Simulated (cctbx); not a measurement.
# DyCuRh with cctbx, script by script

Library: cctbx 2025.11. The data are simulated by the first script.

## 1. Simulate the data

run.py:

```python
from cctbx import adptbx, crystal, miller, sgtbx, xray
from cctbx.array_family import flex
from iotbx.shelx import hklf
from scitbx import matrix
import scitbx.random

cs = crystal.symmetry(unit_cell=(6.839, 6.839, 3.92, 90, 90, 120), space_group_symbol='Hall: P -6 -2')  # P-62m
atoms = [  # label, site, U (iso, or U11 U22 U33 U12 U13 U23 in A^2), occupancy
    ("Dy1", (0.4145, 0, 0.5), (0.0048, 0.0046, 0.0050, 0.0023, 0.0000, 0.0000), 1),
    ("Rh1", (0.7608, 0, 0), (0.0053, 0.0053, 0.0057, 0.0027, 0.0000, 0.0000), 1),
    ("Cu1", (0, 0, 0.5), (0.0050, 0.0050, 0.0043, 0.0025, 0.0000, 0.0000), 1),
    ("Cu2", (2/3, 1/3, 0), (0.0065, 0.0065, 0.0062, 0.0033, 0.0000, -0.0000), 1),
]
xs = xray.structure(crystal_symmetry=cs)
for label, site, u, occ in atoms:
    u = adptbx.u_cif_as_u_star(cs.unit_cell(), u) if isinstance(u, tuple) else u
    xs.add_scatterer(xray.scatterer(label, site=site, u=u, occupancy=occ))
xs.set_inelastic_form_factors(1.54184, "sasaki")
xs.show_summary()
p1 = xs.expand_to_p1()
ms = miller.build_set(p1, anomalous_flag=True, d_min=0.8)
flex.set_random_seed(664154)
scitbx.random.set_random_seed(664154)
ms = ms.select(flex.random_double(ms.size()) < 0.5)
i = ms.structure_factors_from_scatterers(p1, algorithm="direct").f_calc().as_intensity_array().data()
i = i * 5000 / flex.max(i)
sig = flex.sqrt(i + flex.pow2(0.015 * i) + 2 ** 2)
noise = scitbx.random.variate(scitbx.random.normal_distribution())(i.size())
data = ms.array(data=i + sig * noise, sigmas=sig).set_observation_type_xray_intensity()
with open("data.hkl", "w") as f:
    data.export_as_shelx_hklf(f)
print("reflections written:", data.size(), " <I/sigma> = %.1f" % flex.mean(data.data() / data.sigmas()))
for h, a, b in list(data.sort("data"))[:12]:
    print("%4d%4d%4d %9.1f %7.1f" % (h + (a, b)))
```

```console
$ python run.py
```

```text
Number of scatterers: 4
At special positions: 4
Unit cell: (6.839, 6.839, 3.92, 90, 90, 120)
Space group: P -6 2 m (No. 189)
reflections written: 642  <I/sigma> = 14.3
   0   0  -2    4909.6   103.1
   2  -2   1    1769.1    48.8
  -1   2  -1    1767.8    49.0
   2   0  -1    1763.0    48.8
   2  -1   1    1748.5    49.0
   0   0  -4    1725.9    51.0
  -2   2   1    1724.2    48.8
  -1   2   1    1711.8    49.0
   1  -2   1    1694.3    47.6
   0  -2  -1    1693.7    48.8
  -2   0  -1    1681.4    48.8
   0   2  -1    1661.1    48.8
```

Run time: 0.22 s on 1 thread of Arm Neoverse V2, on a shared host, peak memory 0.07 GiB.

## 2. Symmetry

run.py:

```python
from cctbx import crystal, sgtbx, statistics
from cctbx.array_family import flex
from iotbx.shelx import hklf

p1 = crystal.symmetry(unit_cell=(6.839, 6.839, 3.92, 90, 90, 120), space_group_symbol="P 1")
raw = hklf.reader(file_name="data.hkl").as_miller_arrays(crystal_symmetry=p1, anomalous=True)[0]
print(raw.size(), "reflections to d = %.3f A" % raw.d_min())
isig = raw.data() / raw.sigmas()
print("centring   violations  <I/sigma> of those")
best = "P"
for c in "ABCIRF":
    a = raw.customized_copy(space_group_info=sgtbx.space_group_info("Hall: %s 1" % c)).sys_absent_flags().data()
    m = flex.mean(isig.select(a))
    print("%5s %10d of %5d %8.1f" % (c, (isig.select(a) > 4).count(True), a.count(True), m))
    if (isig.select(a) > 4).count(True) < 0.01 * a.count(True):
        best = c
raw = raw.select(~raw.customized_copy(space_group_info=sgtbx.space_group_info("Hall: %s 1" % best)).sys_absent_flags().data())
isig = raw.data() / raw.sigmas()
rows = []
for s in sgtbx.space_group_symbol_iterator():
    g = sgtbx.space_group(s)
    if g.conventional_centring_type_symbol() != best or not g.is_compatible_unit_cell(p1.unit_cell(), 1e-3, 0.02):
        continue
    rows.append((s, g))
print("Laue class    unique    Rint  (classes that these axes allow; Friedel mates merged)")
rint = {}
for s, g in rows:
    laue = g.build_derived_patterson_group()
    key = laue.type().hall_symbol()
    if key not in rint:
        m = raw.customized_copy(space_group_info=laue.info(), anomalous_flag=False).merge_equivalents()
        rint[key] = m.r_int()
        print("%-14s %6d %7.3f" % (laue.type().lookup_symbol(), m.array().size(), m.r_int()))
floor = min(rint.values())
good = [(s, g) for s, g in rows if rint[g.build_derived_patterson_group().type().hall_symbol()] < 2 * floor + 0.03]
top = max(g.build_derived_patterson_group().order_z() for s, g in good)
print("space group    extra absences  I>4sigma  <I/sigma>")
for s, g in good:
    laue = g.build_derived_patterson_group()
    if laue.order_z() != top:
        continue
    a = raw.customized_copy(space_group_info=g.info()).sys_absent_flags().data()
    a &= ~raw.customized_copy(space_group_info=laue.info()).sys_absent_flags().data()
    bad = (isig.select(a) > 4).count(True)
    if bad <= 0.03 * a.count(True):
        print("%-16s %8d %10d %9s  %s" % (s.universal_hermann_mauguin(), a.count(True), bad, "%.1f" % flex.mean(isig.select(a)) if a.count(True) else "-", "centric" if g.is_centric() else "acentric"))
laue = max(good, key=lambda t: t[1].build_derived_patterson_group().order_z())[1].build_derived_patterson_group()
f = raw.customized_copy(space_group_info=laue.info(), anomalous_flag=False).merge_equivalents().array().eliminate_sys_absent().f_sq_as_f()
f.set_observation_type_xray_amplitude()
bins = max(3, min(8, f.size() // 12))
f.setup_binner(n_bins=bins)
w = statistics.wilson_plot(f, {e: n / laue.order_z() for e, n in {'Dy': 3.0, 'Rh': 3.0, 'Cu': 3.0}.items()}, e_statistics=True)
print("Wilson B = %.2f A^2   <|E^2-1|> = %.3f (0.968 centric, 0.736 acentric)   E^2>4: %.1f %%" % (w.wilson_b, w.mean_e_sq_minus_1, w.percent_e_sq_gt_2))
print("shell (A)         n   <I/sigma>")
m = raw.customized_copy(space_group_info=laue.info(), anomalous_flag=False).merge_equivalents().array().eliminate_sys_absent()
for b in m.setup_binner(n_bins=bins).range_used():
    sel = m.binner().selection(b)
    print("%5.2f - %4.2f %6d %8.1f" % (min(m.binner().bin_d_range(b)[0] if m.binner().bin_d_range(b)[0] > 0 else 99, 99), m.binner().bin_d_range(b)[1], sel.count(True), flex.mean((m.data() / m.sigmas()).select(sel))))
```

```console
$ python run.py
```

```text
642 reflections to d = 0.804 A
centring   violations  <I/sigma> of those
    A        313 of   333     14.4
    B        292 of   316     13.9
    C        297 of   323     14.7
    I        296 of   317     14.2
    R        397 of   422     14.4
    F        451 of   486     14.3
Laue class    unique    Rint  (classes that these axes allow; Friedel mates merged)
P -1              484   0.100
P 1 1 2/m         330   0.088
P -3              213   0.086
P -3 1 m          125   0.090
P -3 m 1          137   0.093
P 6/m             126   0.092
P 6/m m m          87   0.095
space group    extra absences  I>4sigma  <I/sigma>
P 6 2 2                 0          0         -  acentric
P 63 2 2                1          0       3.2  acentric
P 6 m m                 0          0         -  acentric
P -6 m 2                0          0         -  acentric
P -6 2 m                0          0         -  acentric
P 6/m m m               0          0         -  centric
Wilson B = 0.44 A^2   <|E^2-1|> = 0.627 (0.968 centric, 0.736 acentric)   E^2>4: 0.0 %
shell (A)         n   <I/sigma>
 5.92 - 1.53     17     28.2
 1.53 - 1.22     14     34.2
 1.22 - 1.07     12     22.6
 1.07 - 0.97     11     24.2
 0.97 - 0.90     11     16.6
 0.90 - 0.85     11     19.6
 0.85 - 0.80     11     21.0
```

Time: 0.25 s.

## 3. Charge flipping

run.py:

```python
import itertools
from cctbx import crystal, maptbx
from cctbx.array_family import flex
from iotbx.shelx import hklf
from smtbx.ab_initio import charge_flipping as cf

cs = crystal.symmetry(unit_cell=(6.839, 6.839, 3.92, 90, 90, 120), space_group_symbol='Hall: P -6 -2')  # P-62m
raw = hklf.reader(file_name="data.hkl").as_miller_arrays(crystal_symmetry=cs, anomalous=True)[0]
merged = raw.eliminate_sys_absent().merge_equivalents()
fo2 = merged.array().set_observation_type_xray_intensity()
f = fo2.average_bijvoet_mates().f_sq_as_f().resolution_filter(d_min=0.9)
p1 = f.expand_to_p1()
work = p1
flex.set_random_seed(61799)
it = cf.weak_reflection_improved_iterator(delta=None, weak_reflection_fraction=0.1)
it.start(work, phases=flex.random_double(p1.size()) * 6.2832, f_000=0)
it.delta = 1.1 * it.rho_map.sigma()
print("cycle      R  skewness")
for n, st in enumerate(itertools.islice(it, 100)):
    if n % 8 == 0:
        print("%5d %6.3f %8.2f" % (n, st.r1_factor(), st.rho_map.skewness()))
rho = p1.phase_transfer(it.f_calc).fft_map().apply_volume_scaling()
polish = cf.low_density_elimination_iterator(constant_rho_c=rho.sigma())
polish.start(f_obs=p1, phases=it.f_calc, f_000=0)
for _ in range(8):
    next(polish)
print("origin shift          correlation  skewness")
maps = []
for fc, shift, cc in itertools.islice(cf.f_calc_symmetrisations(f, polish.f_calc, 0), 4):
    m = f.phase_transfer(fc).fft_map(symmetry_flags=maptbx.use_space_group_symmetry, resolution_factor=0.25).apply_sigma_scaling()
    maps.append((m.skewness(), cc, m))
    print("%6.3f %6.3f %6.3f %10.3f %9.2f" % (tuple(shift) + (cc, m.skewness())))
skew, cc, m = max((t for t in maps if t[1] > maps[0][1] - 0.04), key=lambda t: t[0])
print("taken: symmetry correlation %.3f, skewness %.2f" % (cc, skew))
peaks = m.peak_search(parameters=maptbx.peak_search_parameters(min_distance_sym_equiv=0.9, max_clusters=9)).all()
sps = cs.special_position_settings(min_distance_sym_equiv=0.5)
print("peak      x       y       z  mult  height/sigma")
for k, (x, h) in enumerate(zip(peaks.sites(), peaks.heights())):
    ss = sps.site_symmetry(x)
    print("Q%-3d %7.4f %7.4f %7.4f %4d %8.1f" % ((k + 1,) + tuple(t % 1 for t in ss.exact_site()) + (ss.multiplicity(), h)))
```

```console
$ python run.py
```

```text
cycle      R  skewness
    0  0.550     0.33
    8  0.423     2.02
   16  0.367     3.03
   24  0.343     2.98
   32  0.312     3.00
   40  0.303     3.02
   48  0.301     3.12
   56  0.306     3.07
   64  0.266     2.98
   72  0.286     2.98
   80  0.287     2.97
   88  0.279     2.95
   96  0.294     2.94
origin shift          correlation  skewness
 0.294  0.671  0.313      0.898      1.10
 0.083  0.046  0.317      0.866      1.60
 0.810  0.070  0.439      0.872      1.60
 0.313  0.106  0.430      0.856      3.26
taken: symmetry correlation 0.866, skewness 1.60
peak      x       y       z  mult  height/sigma
Q1    0.0000  0.0000  0.5000    1     10.4
Q2    0.1632  0.7751  0.0000    6      4.3
Q3    0.1938  0.6236  0.5000    6      4.1
Q4    0.0000  0.2226  0.0000    3      3.3
Q5    0.0000  0.4617  0.3241    6      3.0
Q6    0.1612  0.4480  0.5000    6      2.4
Q7    0.0000  0.8680  0.0000    3      2.2
Q8    0.0000  0.5810  0.0000    3      2.0
Q9    0.0986  0.7790  0.5000    6      1.5
```

Time: 0.26 s.

## 4. Charge flipping

run.py, as its changes from the last script of this kind:

```diff
@@ -13,2 +13,3 @@
-work = p1
-flex.set_random_seed(61799)
+p1.setup_binner_counting_sorted(reflections_per_bin=max(40, p1.size() // 12))
+work = p1.array(data=p1.data() / p1.amplitude_quasi_normalisations().data())
+flex.set_random_seed(61800)
@@ -19,2 +20,2 @@
-for n, st in enumerate(itertools.islice(it, 100)):
-    if n % 8 == 0:
+for n, st in enumerate(itertools.islice(it, 200)):
+    if n % 16 == 0:
```

```console
$ python run.py
```

```text
cycle      R  skewness
    0  0.538     0.28
   16  0.452     1.74
   32  0.437     1.80
   48  0.437     1.87
   64  0.463     2.07
   80  0.432     2.37
   96  0.429     2.06
  112  0.435     2.28
  128  0.425     2.22
  144  0.425     2.26
  160  0.441     2.28
  176  0.431     2.14
  192  0.421     2.11
origin shift          correlation  skewness
 0.579  0.699 -0.045      0.874      2.97
 0.592  0.271  0.005      0.897      2.23
 0.927  0.942  0.453      0.916      3.80
 0.958  0.412 -0.046      0.880      2.82
taken: symmetry correlation 0.916, skewness 3.80
peak      x       y       z  mult  height/sigma
Q1    0.0000  0.2601  0.0000    3     11.2
Q2    0.0000  0.0000  0.5000    1      8.4
Q3    0.0000  0.6028  0.5000    3      8.0
Q4    0.3333  0.6667  0.0000    2      3.1
Q5    0.1852  0.7899  0.0000    6      2.6
Q6    0.2146  0.6907  0.5000    6      2.0
Q7    0.1573  0.3966  0.5000    6      1.4
Q8    0.1210  0.5453  0.0000    6      1.4
Q9    0.0000  0.8429  0.5000    3      1.2
```

Time: 0.28 s.

## 5. Refinement (model from the peaks)

run.py:

```python
import math
from cctbx import adptbx, crystal, maptbx, sgtbx, xray
from cctbx.array_family import flex
from cctbx.xray import observations
from iotbx.shelx import hklf
from scitbx.lstbx import normal_eqns_solving
from smtbx import absolute_structure, utils
from smtbx.refinement import constraints, least_squares

cs = crystal.symmetry(unit_cell=(6.839, 6.839, 3.92, 90, 90, 120), space_group_symbol='Hall: P -6 -2')  # P-62m
atoms = [  # label, site, U (iso, or U11 U22 U33 U12 U13 U23 in A^2), occupancy
    ("Rh1", (0, 0.2601, 0), 0.0200, 1),
    ("Cu1", (0, 0, 0.5), 0.0200, 1),
    ("Dy1", (0, 0.6028, 0.5), 0.0200, 1),
    ("Cu2", (0.3333, 0.6667, 0), 0.0200, 1),
]
xs = xray.structure(crystal_symmetry=cs)
for label, site, u, occ in atoms:
    u = adptbx.u_cif_as_u_star(cs.unit_cell(), u) if isinstance(u, tuple) else u
    xs.add_scatterer(xray.scatterer(label, site=site, u=u, occupancy=occ))
xs.set_inelastic_form_factors(1.54184, "sasaki")
raw = hklf.reader(file_name="data.hkl").as_miller_arrays(crystal_symmetry=cs, anomalous=True)[0]
merged = raw.eliminate_sys_absent().merge_equivalents()
fo2 = merged.array().set_observation_type_xray_intensity()
print("Rint %.3f, %d unique reflections to %.2f A" % (merged.r_int(), fo2.size(), fo2.d_min()))
for sc in xs.scatterers():
    sc.flags.set_grad_site(True)
    sc.flags.set_grad_u_aniso(sc.flags.use_u_aniso())
    sc.flags.set_grad_u_iso(sc.flags.use_u_iso())
obs = fo2.as_xray_observations()
extra = {}
rep = constraints.reparametrisation(xs, [], utils.connectivity_table(xs), **extra)
ls = least_squares.crystallographic_ls(obs, rep, weighting_scheme=least_squares.mainstream_shelx_weighting(a=0, b=0))
print("cycle     R1     wR2    GooF  max shift (A)")
for cycle in range(6):
    ls.build_up()
    r1, wr2, goof = ls.r1_factor(cutoff_factor=2)[0], ls.wR2(), ls.goof()
    old = xs.sites_cart()
    normal_eqns_solving.levenberg_marquardt_iterations(ls, n_max_iterations=3, tau=0.0001, step_threshold=1e-7)
    big = flex.max((xs.sites_cart() - old).norms())
    print("%4d %7.4f %7.4f %7.3f %9.5f" % (cycle + 1, r1, wr2, goof, big))
    ls.build_up(objective_only=True)
    if abs(ls.wR2() - wr2) < 5e-5 and big < 5e-4:
        break
ls.build_up()
print("final R1 %.4f wR2 %.4f GooF %.3f  parameters %d  data/parameter %.1f" % (ls.r1_factor(cutoff_factor=2)[0], ls.wR2(), ls.goof(), ls.n_parameters, fo2.size() / ls.n_parameters))
cov = ls.covariance_matrix_and_annotations()
su = dict(zip(cov.annotations, (math.sqrt(max(v, 0)) for v in cov.matrix.matrix_packed_u_diagonal())))
a2 = cs.unit_cell().reciprocal_parameters()[0] ** -2
print("atom        x        y        z      Ueq    occ   su(xyz)  su(Uiso or U11)")
for sc in xs.scatterers():
    s = max(su.get(sc.label + k, 0) for k in (".x", ".y", ".z"))
    npd = "" if sc.is_positive_definite_u(cs.unit_cell()) else "  NPD"
    print("%-5s %8.5f %8.5f %8.5f %8.4f %6.3f %8.5f %7.4f%s" % ((sc.label,) + sc.site + (sc.u_iso_or_equiv(cs.unit_cell()), sc.occupancy, s, su.get(sc.label + ".uiso", su.get(sc.label + ".u11", 0) * a2), npd)))
fo = fo2.f_sq_as_f()
fc = fo.structure_factors_from_scatterers(xs, algorithm="direct").f_calc()
diff = fo.f_obs_minus_f_calc(1 / math.sqrt(ls.scale_factor()), fc).average_bijvoet_mates()
m = diff.fft_map(symmetry_flags=maptbx.use_space_group_symmetry, resolution_factor=0.25).apply_volume_scaling()
print("difference map: max %.2f min %.2f rms %.2f" % (m.statistics().max(), m.statistics().min(), m.statistics().sigma()))
peaks = m.peak_search(parameters=maptbx.peak_search_parameters(min_distance_sym_equiv=0.6, max_clusters=5)).all()
near = xs.closest_distances(peaks.sites(), distance_cutoff=4)
sps = cs.special_position_settings(min_distance_sym_equiv=0.5)
for k, (x, h) in enumerate(zip(peaks.sites(), peaks.heights())):
    ss = sps.site_symmetry(x)
    print("Q%-3d %7.4f %7.4f %7.4f %4d %7.2f  %.2f A from %s" % ((k + 1,) + tuple(t % 1 for t in ss.exact_site()) + (ss.multiplicity(), h, near.smallest_distances[k], xs.scatterers()[near.i_seqs[k]].label)))
```

```console
$ python run.py
```

```text
Rint 0.040, 139 unique reflections to 0.80 A
cycle     R1     wR2    GooF  max shift (A)
   1  0.3090  0.5693  18.541   0.14835
   2  0.1196  0.2703   8.804   0.00022
final R1 0.1195 wR2 0.2703 GooF 8.804  parameters 6  data/parameter 23.2
atom        x        y        z      Ueq    occ   su(xyz)  su(Uiso or U11)
Rh1    0.00000  0.23838  0.00000   0.0095  1.000  0.00121  0.0021
Cu1    0.00000  0.00000  0.50000   0.0182  1.000  0.00000  0.0071
Dy1    0.00000  0.58452  0.50000   0.0068  1.000  0.00106  0.0018
Cu2    0.33333  0.66667  0.00000   0.0182  1.000  0.00000  0.0051
difference map: max 11.97 min -4.72 rms 0.99
Q1    0.0000  0.5895  0.5000    3   12.13  0.03 A from Dy1
Q2    0.3333  0.6667  0.0000    2    4.18  0.00 A from Cu2
Q3    0.3333  0.6667  0.5000    2    4.01  1.96 A from Cu2
Q4    0.0000  0.0000  0.5000    1    3.84  0.00 A from Cu1
Q5    0.0000  0.0000  0.0000    1    3.76  1.63 A from Rh1
```

Time: 0.36 s.

Figures of merit this high mean that the model is still wrong or incomplete.

## 6. Refinement (anisotropic displacement)

run.py, as its changes from the last script of this kind:

```diff
@@ -12,4 +12,4 @@
-    ("Rh1", (0, 0.2601, 0), 0.0200, 1),
-    ("Cu1", (0, 0, 0.5), 0.0200, 1),
-    ("Dy1", (0, 0.6028, 0.5), 0.0200, 1),
-    ("Cu2", (0.3333, 0.6667, 0), 0.0200, 1),
+    ("Rh1", (0, 0.23838, 0), 0.0095, 1),
+    ("Cu1", (0, 0, 0.5), 0.0182, 1),
+    ("Dy1", (0, 0.58452, 0.5), 0.0068, 1),
+    ("Cu2", (1/3, 2/3, 0), 0.0182, 1),
@@ -21,0 +22 @@
+xs.convert_to_anisotropic()
@@ -35 +36 @@
-for cycle in range(6):
+for cycle in range(8):
@@ -39 +40 @@
-    normal_eqns_solving.levenberg_marquardt_iterations(ls, n_max_iterations=3, tau=0.0001, step_threshold=1e-7)
+    normal_eqns_solving.levenberg_marquardt_iterations(ls, n_max_iterations=3, tau=1e-06, step_threshold=1e-7)
@@ -54,0 +56,4 @@
+fc = fo2.structure_factors_from_scatterers(xs, algorithm="direct").f_calc()
+absolute_structure.flack_analysis(xs, fo2.as_xray_observations()).show()
+h = absolute_structure.hooft_analysis(fo2, fc, scale_factor=ls.scale_factor())
+print("Hooft y: %.3f(%.0f)  Bijvoet pairs: %d" % (h.hooft_y, 1000 * h.sigma_y, h.n_bijvoet_pairs))
@@ -60 +65 @@
-peaks = m.peak_search(parameters=maptbx.peak_search_parameters(min_distance_sym_equiv=0.6, max_clusters=5)).all()
+peaks = m.peak_search(parameters=maptbx.peak_search_parameters(min_distance_sym_equiv=0.6, max_clusters=6)).all()
```

```console
$ python run.py
```

```text
Rint 0.040, 139 unique reflections to 0.80 A
cycle     R1     wR2    GooF  max shift (A)
   1  0.1195  0.2703   9.010   0.00238
   2  0.1193  0.2652   8.837   0.00001
final R1 0.1192 wR2 0.2652 GooF 8.837  parameters 12  data/parameter 11.6
atom        x        y        z      Ueq    occ   su(xyz)  su(Uiso or U11)
Rh1    0.00000  0.23825  0.00000   0.0097  1.000  0.00130  0.0048
Cu1    0.00000  0.00000  0.50000   0.0187  1.000  0.00000  0.0117
Dy1    0.00000  0.58417  0.50000   0.0064  1.000  0.00109  0.0036
Cu2    0.33333  0.66667  0.00000   0.0183  1.000  0.00000  0.0089  NPD
Flack x: 0.98(3)
Hooft y: 1.093(12)  Bijvoet pairs: 52
difference map: max 11.97 min -5.34 rms 1.06
Q1    0.0000  0.5891  0.5000    3   12.12  0.03 A from Dy1
Q2    0.0000  0.0000  0.0000    1    5.43  1.63 A from Rh1
Q3    0.3333  0.6667  0.5000    2    4.60  1.96 A from Cu2
Q4    0.0000  0.5024  0.0000    3    4.27  1.81 A from Rh1
Q5    0.1775  0.6872  0.5000    6    3.85  1.06 A from Dy1
Q6    0.3333  0.6667  0.0000    2    3.66  0.00 A from Cu2
```

Run time: 0.39 s on 1 thread of Arm Neoverse V2 (shared host), peak memory 0.09 GiB.

Figures of merit this high mean that the model is still wrong or incomplete.

[Logs are printed without paths, hosts, clocks, repeated set-up lines and the standing remarks that a program may print on its own settings, such as how far it seeks lower states.]
